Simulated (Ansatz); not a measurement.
# GaCuSe2 (I-42d): G0W0 under other settings

A base run on GaCuSe2 (I-42d), then changed inputs.

Program: Ansatz 0.2.0. Level of theory: G0W0 on PBE, plane waves, PAW; PAW set soft_1. Results are calculated unless marked as measured.

In doubt: one-shot GW on d or f shells is unsure, so the values of those runs are not to be relied on.

## (1) The starting structure

Symmetry: I-42d, No. 122, tetragonal system. The conventional cell has a = 5.619 Å, b = 5.619 Å, c = 11.026 Å, α = 90.00°, β = 90.00°, γ = 90.00°. Nearest to Ga lie 4 Se at 2.42 Å. Nearest to Cu lie 4 Se at 2.42 Å. Se has 2 Ga at 2.42 Å and 2 Cu at 2.42 Å nearest. Farther neighbours and most contacts between anions are not listed.

The cell and positions come from the Crystallography Open Database and are kept as given unless a step says otherwise.

## (2) The base run: 4×4×4 mesh, 443 empty bands, screening to 108 eV, plasmon pole, PAW set soft_1 files

Now the one-shot GW correction: screening in the RPA, then the self-energy of the levels asked for. This step takes PAW set soft_1 files.

Input file input.yaml:

```yaml
crystal:
  lattice:
    - [-2.80955, 2.80955, 5.513]
    - [2.80955, -2.80955, 5.513]
    - [2.80955, 2.80955, -5.513]
  atoms:
    - { symbol: Ga, position: [0.5, 0.5, 0.0] }
    - { symbol: Ga, position: [0.25, 0.75, 0.5] }
    - { symbol: Cu, position: [0.0, 0.0, 0.0] }
    - { symbol: Cu, position: [0.75, 0.25, 0.5] }
    - { symbol: Se, position: [0.375, 0.37562, 0.50062] }
    - { symbol: Se, position: [0.62438, 0.125, 0.99938] }
    - { symbol: Se, position: [0.875, 0.87438, 0.49938] }
    - { symbol: Se, position: [0.12562, 0.625, 0.00062] }
kpoints:
  mp_grid: { grid: [4, 4, 4] }
hamiltonian:
  xc: pbe
  pseudopotentials: { kind: paw, azcp: { folder: soft_1 } }
scf:
  occupations: { method: fixed }
gw:
  n_empty_bands: 443
  ecut_chi: 108
  qp_bands: [v2, c2]
  qp_kpoints: band_edges
  screening: { model: godby_needs }
```

Started as:

```
$ ansatz run input.yaml --threads 24 --pin off --max-ram 110592MiB --backend cuda --events-out ev --progress --plain --runs-dir out --devices 1 --max-vram 157GiB
```

Numbers of over 12 decimals in the logs are rounded to 6 here.

Output:

```text
GPUs: using 1 of 1 available (devices: 1).
Engine: ansatz 0.2.0, aarch64-unknown-linux-gnu
Pseudopotentials: kind: paw
Pseudopotential: Ga, paw, valence charge 13, recommended cutoff 420 eV (normal), soft_1/Ga.paw.azcp
Pseudopotential: Cu, paw, valence charge 19, recommended cutoff 420 eV (normal), soft_1/Cu.paw.azcp
Pseudopotential: Se, paw, valence charge 16, recommended cutoff 420 eV (normal), soft_1/Se.paw.azcp
Functional definition: PBE
  parameter kappa = 0.804
  parameter beta = 0.066725
  exchange = pbe_x(kappa = kappa, mu = beta*pi^2/3)
  correlation = pbe_c(beta = beta)
[...]
Crystal: 8 atoms, lattice volume = 174.069 Å³
Basis set: ecut = 420 eV, 3451 PW (Γ)
Bands: 77, of which v1, the nominal top of the filled ones, is band 64 counted from 1 (63 counted from 0)
Symmetry: 8 space group operations
Space group: I-42d (ITA 122), of the structure as read, at distance tolerance 5.6e-5 Å
k-points: 13 of 64 (time reversal used)
Non-local potential: Ga, projectors of the file, l = 0: 2, l = 1: 2, l = 2: 3, l = 3: 1
Non-local potential: Cu, projectors of the file, l = 0: 3, l = 1: 2, l = 2: 3, l = 3: 1
Non-local potential: Se, projectors of the file, l = 0: 2, l = 1: 2, l = 2: 3, l = 3: 1
PAW form: soft (Blöchl's): semilocal exchange-correlation on the pseudo side does not see the compensation charge
PAW one-centre angular grid: Ga, 590 points (default); XC on 64 Gauss nodes
PAW one-centre angular grid: Cu, 590 points (default); XC on 64 Gauss nodes
PAW one-centre angular grid: Se, 590 points (default); XC on 64 Gauss nodes
Initial density: superposition of atomic densities (chi_scale 0.1, normalization cell, long waves kept (reshape's long-wave potential 0.00 eV rms))
Initial wavefunctions: pseudopotential atomic-orbital guess
[...]
Functional: x = pbe(κ = 0.804, μ = 0.219515), c = pbe(β = 0.066725)
SCF iter   1: F=—  HF=-42697.620019 eV  |F-HF|=—  |Δ(HF+E_count)|=         —  Δρ=5.71e-2  dr2=4.13e0  ethr=3.10e-3  ⟨swp⟩=4.5  Hψ=2816  notcnv=0  defer=131
preconditioner: auto → Resta (q_TF=auto, 2.592 Å⁻¹)  ε∞=4.4  [insulator: Δε(μ)=0.558 eV  Ē_g=12.923 eV  n_scr=60 (ndim 8)  ℏωp=23.9 eV  f_vac=0.054  ε∞_Penn≈4.4]
SCF iter   2: F=—  HF=-42696.890323 eV  |F-HF|=—  |Δ(HF+E_count)|=   7.30e-1  Δρ=4.55e-2  dr2=1.93e0  ethr=3.10e-3  ⟨swp⟩=2.5  Hψ=1710  notcnv=0  defer=102
SCF iter   3: F=—  HF=-42696.702987 eV  |F-HF|=—  |Δ(HF+E_count)|=   1.87e-1  Δρ=2.54e-2  dr2=8.62e-1  ethr=1.51e-3  ⟨swp⟩=2.0  Hψ=2022  notcnv=0  defer=136
SCF iter   4: F=—  HF=-42696.493215 eV  |F-HF|=—  |Δ(HF+E_count)|=   2.10e-1  Δρ=7.20e-3  dr2=6.46e-2  ethr=6.73e-4  ⟨swp⟩=2.0  Hψ=1325  notcnv=0  defer=136
SCF iter   5: F=—  HF=-42696.497611 eV  |F-HF|=—  |Δ(HF+E_count)|=   4.40e-3  Δρ=3.60e-3  dr2=1.53e-2  ethr=5.04e-5  ⟨swp⟩=2.1  Hψ=1406  notcnv=0  defer=141
[...]
SCF 1 converged in 11 iterations: F = -42696.497043 eV  dr2 = 7.70e-9
[...]
NSCF: frozen V_eff on 13 k-points
[...]
NSCF: frozen V_eff on 13 k-points
G₀W₀ screening: q 1/13
[... further progress lines ...]
[...]
NSCF: frozen V_eff on 1 k-points
[...]
NSCF: frozen V_eff on 1 k-points
SCF converged after 11 iterations
[...]
k-point 12: bands = ["-103.1370", "-103.1370", "-60.5531", "-60.5531", "-60.5299", "-60.5299", "-60.5298", "-60.5298", "-39.5237", "-39.5237", "-39.5237", "-39.5237", "-39.5216", "-39.5216", "-39.5213", "-39.5213", "-39.4655", "-39.4655", "-39.4654", "-39.4654", "-39.4351", "-39.4351", "-39.4348", "-39.4348", "-39.4232", "-39.4232", "-39.4231", "-39.4231", "-7.0591", "-7.0591", "-7.0003", "-7.0003", "-6.8735", "-6. [...]
--- G₀W₀: ω_p = 31.8421 eV, 64 q-points, 443 empty bands' worth ---
  eigenvalues of the whole cell's RPA ε∞ on this k-mesh (on a slab, of 1 + 4πα/V) = 45.6917, 45.6917, 136.0885; static W/v taken at q = 0 is 0.015305
  GN-PPA: 3948732/12515655 pairs with Re ω̃² < 0 across q-mesh
  bands read: the sum over 507 bands ends inside a degenerate multiplet in 4 slots, whose members it reads at an even weight; the widest, k=2: bands 507 to 508 (counted from 1) at 1/2 each
  gw.qp_kpoints: band_edges: 8 of 13 stored k-points solved, in 1 pass; an edge of the gap read off the rows below is read off those points alone
    valence top: of the k-points left out ik 8 came nearest to being solved in a further pass, in band 64 (counted from 1, as in the quasiparticle table): it holds the edge there only if its correction is more favourable than any solved in that band by at least 0.520 eV; those differ by 0.060 eV
    conduction bottom: of the k-points left out ik 7 came nearest to being solved in a further pass, in band 66 (counted from 1, as in the quasiparticle table): it holds the edge there only if its correction is more favourable than any solved in that band by at least 1.058 eV; those differ by 0.358 eV
    ik  band        ε_KS         Σx   Σc(E_QP)       V_xc       Z   E_QP_lin       E_QP  E_QP is
     0    63      8.4122   -31.2546     4.5378   -26.4129  0.7543     8.1077     8.1084  root
     0    64      8.5406   -31.6903     4.6420   -26.7508  0.7534     8.2424     8.2431  root
     0    65      8.7722   -11.1930    -3.4375   -14.8921  0.8028     9.0341     9.0338  root
     0    66     10.4455    -9.6136    -3.3679   -12.9033  0.8047    10.3673    10.3673  root
     1    63      7.9141   -33.9367     5.7397   -27.8557  0.7410     7.5718     7.5728  root
     1    64      8.2571   -31.5614     4.7853   -26.4489  0.7519     7.9290     7.9298  root
     1    65     10.2364   -12.5252    -3.4178   -16.2324  0.7941    10.5261    10.5257  root
     1    66     10.7663   -11.7510    -3.4900   -15.4295  0.7959    10.9550    10.9548  root
[...]
12    63      7.6311   -35.1890     6.2032   -28.6278  0.7357     7.2719     7.2731  root
    12    64      7.6311   -35.1890     6.2032   -28.6278  0.7357     7.2719     7.2731  root
    12    65     10.4165   -13.6609    -3.0681   -16.9469  0.7913    10.6347    10.6343  root
    12    66     10.4165   -13.6609    -3.0681   -16.9469  0.7913    10.6347    10.6343  root
```

Run time: 11 s. Hardware: 1 × NVIDIA GB200 with 24 threads of Arm Neoverse V2, shared host; peak memory 3.2 GiB.

Numbers from this step:

* bands summed: 507
* plasmon-pole fit frequency: 31.84 eV
* RPA ε∞ on this mesh (eigenvalues): 45.69, 45.69, 136.1
* plane waves in the screening matrix: 445
* q-points in the mesh: 64
* G0W0 gap on the mesh: 0.7907 eV
* k of the valence top: 0, 0, 0
* k of the conduction bottom: 0, 0, 0
* starting gap on the mesh: 0.2316 eV
* Z at the valence top: 0.7534
* Z at the conduction bottom: 0.8028
* least direct G0W0 gap on the computed points: 0.7907 eV

The gap on the mesh goes from 0.23 eV to 0.79 eV, a correction of +0.56 eV. Between the two edge states, bare exchange in place of the xc potential would open the gap by 8.64 eV, and correlation takes back 8.08 eV.

## (3) Variant: plasmon pole at a typed frequency

Changes to input.yaml since step 2:

```diff
@@ -22,4 +22,4 @@
 gw:
-  n_empty_bands: 443
-  ecut_chi: 108
+  n_empty_bands: 395
+  ecut_chi: 100
   qp_bands: [v2, c2]
@@ -27 +27,2 @@
   screening: { model: godby_needs }
+  plasmon_pole_fit_frequency: 15
```

Output:

```text
GPUs: using 1 of 1 available (devices: 1).
[...]
Crystal: 8 atoms, lattice volume = 174.069 Å³
Basis set: ecut = 420 eV, 3451 PW (Γ)
Bands: 77, of which v1, the nominal top of the filled ones, is band 64 counted from 1 (63 counted from 0)
[... 1 set-up line as in the run before ...]
[...]
k-points: 13 of 64 (time reversal used)
[...]
SCF iter   1: F=—  HF=-42697.620019 eV  |F-HF|=—  |Δ(HF+E_count)|=         —  Δρ=5.71e-2  dr2=4.13e0  ethr=3.10e-3  ⟨swp⟩=4.5  Hψ=2816  notcnv=0  defer=131
[...]
SCF iter   6: F=—  HF=-42696.495415 eV  |F-HF|=—  |Δ(HF+E_count)|=   2.20e-3  Δρ=9.61e-4  dr2=1.97e-3  ethr=1.19e-5  ⟨swp⟩=2.0  Hψ=1403  notcnv=0  defer=143
[...]
SCF iter   9: F=—  HF=-42696.497036 eV  |F-HF|=—  |Δ(HF+E_count)|=   3.71e-5  Δρ=4.81e-5  dr2=2.97e-6  ethr=4.71e-8  ⟨swp⟩=2.0  Hψ=1244  notcnv=0  defer=92
[...]
SCF iter  11: F=-42696.497043 eV  HF=-42696.497043 eV  |F-HF|=3.17e-9  |Δ(HF+E_count)|=   2.46e-7  Δρ=2.39e-6  dr2=7.70e-9  ethr=7.81e-11  ⟨swp⟩=9.2  Hψ=4028  notcnv=0
SCF 1 converged in 11 iterations: F = -42696.497043 eV  dr2 = 7.70e-9
[...]
NSCF: frozen V_eff on 13 k-points
[...]
G₀W₀ screening: q 1/13
[... further progress lines ...]
[...]
SCF converged after 11 iterations
[...]
--- G₀W₀: ω_p = 15.0000 eV, 64 q-points, 395 empty bands' worth ---
[...]
GN-PPA: 3136020/10006047 pairs with Re ω̃² < 0 across q-mesh
[...]
0    63      8.4122   -31.2546     4.6002   -26.4129  0.7252     8.1702     8.1707  root
     0    64      8.5406   -31.6903     4.7008   -26.7508  0.7241     8.3013     8.3019  root
     0    65      8.7722   -11.1930    -3.3044   -14.8921  0.7843     9.1679     9.1669  root
     0    66     10.4455    -9.6136    -3.2693   -12.9033  0.7849    10.4660    10.4660  root
     1    63      7.9141   -33.9367     5.8003   -27.8557  0.7077     7.6325     7.6334  root
     1    64      8.2571   -31.5614     4.8503   -26.4489  0.7220     7.9941     7.9948  root
     1    65     10.2364   -12.5252    -3.3064   -16.2324  0.7745    10.6382    10.6371  root
     1    66     10.7663   -11.7510    -3.3958   -15.4295  0.7757    11.0496    11.0490  root
[...]
12    63      7.6311   -35.1890     6.2679   -28.6278  0.7011     7.3366     7.3377  root
    12    64      7.6311   -35.1890     6.2679   -28.6278  0.7011     7.3366     7.3377  root
    12    65     10.4165   -13.6609    -2.9834   -16.9469  0.7705    10.7196    10.7190  root
    12    66     10.4165   -13.6609    -2.9834   -16.9469  0.7705    10.7196    10.7190  root
```

It took 11 s on 1 × NVIDIA GB200 with 24 threads; peak memory 2.8 GiB; 69 s of CPU time.

The G0W0 gap on the mesh is 0.865 eV.

Against the base:

| setting | base | variant |
| --- | --- | --- |
| empty bands | 443 | 395 |
| screening cutoff (eV) | 108 | 100 |
| plasmon pole fit frequency | - | 15 |

| quantity | variant | base |
| --- | --- | --- |
| starting gap on the mesh | 0.232 | 0.232 |
| G0W0 gap on the mesh | 0.865 | 0.791 |
| least direct G0W0 gap on the computed points | 0.865 | 0.791 |
| Z at the valence top | 0.724 | 0.753 |
| Z at the conduction bottom | 0.784 | 0.803 |

## (4) Summary of results

```yaml
base: 0.79 eV, 11 s
plasmon_pole_at_a_typed_frequency: 0.87 eV, 11 s
```

What this shows: Plasmon pole at a typed frequency: the gap moves by +0.07 eV. The variant differs from the base in empty bands, screening cutoff and plasmon pole fit frequency together, so the change can't be laid to one of them. All runs here use a coarse mesh and modest cutoffs; they test settings and are not final values. The 4×4×4 mesh is coarse for this cell (its supercell is 27 Å along the shortest edge). The RPA ε∞ on it, from the PBE start, is 45.69 and 136.09; such meshes misread the long-range screening, most where the gap is narrow. The RPA ε∞ on this mesh reaches over 25; with a narrow direct gap a coarse mesh can overstate it, and the correction is then too small. A d shell, filled or nearly so, lies near the gap. One-shot GW converges very slowly in bands there, not always from below, and on a semilocal start the gap tends to come out low; starts rich in exact exchange can overshoot instead. The many-body steps are scalar-relativistic: spin-orbit coupling is not in them.

[Paths, hosts, dates, memory and timing lines, banners, echoed tables and standing remarks are left out of the program output.]

[Logs are printed without paths, hosts, clocks, repeated set-up lines and the standing remarks that a program may print on its own settings, such as how far it seeks lower states.]

[Runs of the session that timed out or met a known fault of the program may be left out.]

[Cells called generated may have been cut or substituted from an entry of the Crystallography Open Database or the Materials Project.]

[Hosts, paths, dates, database ids (printed as entryN), source tags and the programs' standing remarks are cut or masked in the printed files.]
